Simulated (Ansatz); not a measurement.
# SiO2 (P4_2/mnm): zone-centre modes under pressure, part 4 of 4

Wanted: Grüneisen parameters and pressure coefficients of the modes of SiO2 (P4_2/mnm).

Ansatz 0.2.0; DFT PBE, scalar-relativistic, plane waves, PAW; PAW set soft_1.

So far, highest optical mode at the zone centre (no LO-TO term) (cm⁻¹): step 4 (modes at rest) 905; step 6 (volume ratio 1.06) 842; step 8 (volume ratio 0.9) 1041.

### 9. The series together

The members are set side by side, also those not shown above.

Each row is one cell with its response, relaxed at fixed volume as far as symmetry leaves anything free; energies are extrapolated to zero smearing, and E0 is that at rest; the axis is the Cartesian z axis of the cell; shape and atoms are relaxed in each cell where symmetry leaves them free. State of the crystal along the series:

```
volume ratio  V (Å³/atom)  pressure (GPa)  E - E0 (meV/atom)  first cell vector (Å)  third cell vector (Å)  gap on mesh (eV)  ε∞ along the axis  ε∞ across the axis, mean  ε0 along the axis  ε0 across the axis, mean  largest Born charge in size, a third of the trace (e)  top mode with the field, highest of q along x, y and z (cm⁻¹)
         0.9        7.239           36.16              81.66                  4.064                  2.629             6.766              3.481                     3.296              8.394                      9.52                                                  3.873                                                           1128
        0.92          7.4           27.11              49.99                  4.098                  2.644             6.378              3.505                     3.318              8.624                     9.962                                                  3.886                                                           1097
        0.94        7.561           19.05              26.88                  4.132                  2.658             6.012              3.529                     3.343              8.847                      10.5                                                  3.898                                                           1069
        0.96        7.722           11.89              11.41                  4.166                   2.67             5.669              3.553                     3.369              9.057                     11.15                                                   3.91                                                           1047
        0.98        7.883           5.558              2.717                    4.2                  2.681             5.348              3.577                     3.397              9.249                     11.99                                                  3.922                                                           1031
        0.99        7.963           2.685             0.6645                  4.218                  2.686             5.196              3.589                     3.411              9.336                      12.5                                                  3.927                                                           1024
           1        8.044       -0.001273                  0                  4.236                   2.69             5.051              3.601                     3.425              9.417                     13.08                                                  3.933                                                           1016
        1.02        8.205           -4.83              2.468                  4.272                  2.697             4.778              3.623                     3.455               9.55                     14.58                                                  3.942                                                           1004
        1.04        8.366          -8.964              9.454                  4.309                  2.703             4.532              3.643                     3.485              9.643                     16.74                                                  3.952                                                          992.2
        1.06        8.527          -12.43              20.25                  4.348                  2.707             4.314              3.661                     3.516               9.69                     20.15                                                   3.96                                                          982.7
```

Without the LO-TO term; each mode is tracked from rest by its pattern, and modes that stay within 0.3 cm⁻¹ of each other stand once; the 10 lowest of 11 levels; shape and atoms are relaxed in each cell where symmetry leaves them free. Optical modes along the series:

```
V (Å³/atom)  mode 4 B1g (cm⁻¹)  mode 5 B1u (cm⁻¹)  mode 6 Eu (cm⁻¹)  mode 8 Eu (cm⁻¹)  mode 10 Eg (cm⁻¹)  mode 12 A2g (cm⁻¹)  mode 13 A2u (cm⁻¹)  mode 14 A1g (cm⁻¹)  mode 15 B1u (cm⁻¹)  mode 16 Eu (cm⁻¹)
      7.239              176.6              399.1             487.1             692.5                631                 632               709.8               827.8               828.2              887.5
        7.4              189.5                393             479.5             660.3              614.6               619.4               690.1               802.3                 804              863.2
      7.561              200.1                387             470.8               627              599.1                 607                 672               778.5               781.3              842.5
      7.722              208.8                381             460.1             593.4              584.5                 595               655.7               756.6               760.2              824.8
      7.883              215.9              375.2             446.1             561.1              570.9               583.2               641.2               736.7               740.7              809.8
      7.963              218.9              372.3             437.1             546.2              564.4               577.3               634.6               727.5               731.5              803.3
      8.044              221.6              369.4             426.2             532.6              558.2               571.5               628.6               718.9               722.8              797.4
      8.205              226.2              363.9             397.8             510.1              546.4               560.1               618.1               703.5               706.7              787.2
      8.366              229.8              358.6             360.4             493.8              535.6               548.8               609.9               690.6               692.5              779.4
      8.527              232.3              353.4             315.1               482              525.8               537.5                 604               680.5               680.3              773.6
```

From cubic fits (parabolas where under five rows exist) of ln ω and P against ln V through the rows within about 4 % of rest: γ = −d ln ω / d ln V and dω/dP = γ ω / B. Slopes at rest:

```
       mode  fitted frequency at rest (cm⁻¹)  Grüneisen parameter γ  dω/dP (cm⁻¹/GPa)
 mode 4 B1g                            221.6                  -1.17                -1
 mode 5 B1u                            369.4                   0.76              1.08
  mode 6 Eu                            426.1                    2.8              4.61
  mode 8 Eu                            532.7                   2.41              4.95
 mode 10 Eg                            558.2                    1.1              2.36
mode 12 A2g                            571.6                   1.01              2.22
mode 13 A2u                            628.6                   0.92              2.23
mode 14 A1g                            718.9                   1.16              3.21
mode 15 B1u                            722.8                   1.17              3.27
 mode 16 Eu                            797.4                   0.71              2.17
mode 18 B2g                            905.1                    1.3              4.54
```

### 10. Summary of results

| Property | Result |
| --- | --- |
| members | 10 |
| highest optical mode at the zone centre (no LO-TO term), at rest | 905.1 cm⁻¹ |
| bulk modulus at rest | 259 GPa |
| mode 14 A1g, γ | 1.16 |
| mode 15 B1u, γ | 1.17 |
| mode 16 Eu, γ | 0.71 |
| mode 18 B2g, γ | 1.30 |

**Reading.** The series spans -12.4 to 36.2 GPa, and the slope at rest gives a bulk modulus of 259 GPa. Among the modes in the table of slopes γ runs from -1.17 (mode 4 B1g) to 2.80 (mode 6 Eu). A negative γ means that the mode softens under pressure. ε∞ along z is 3.60 at rest, with d ln ε∞ / d ln V = 0.32. One k mesh and one cutoff serve the ground states and modes of all volumes; the field response picks its own mesh. These are harmonic frequencies at zero temperature: anharmonic shifts, linewidths and thermal expansion are left out. Only the zone centre was solved, so an instability at another wavevector cannot show here.

[Logs are printed without paths, hosts, clocks, repeated set-up lines and the standing remarks that a program may print on its own settings, such as how far it seeks lower states.]

[Hosts, paths, dates, database ids (printed as entryN), source tags and the programs' standing remarks are cut or masked in the printed files.]
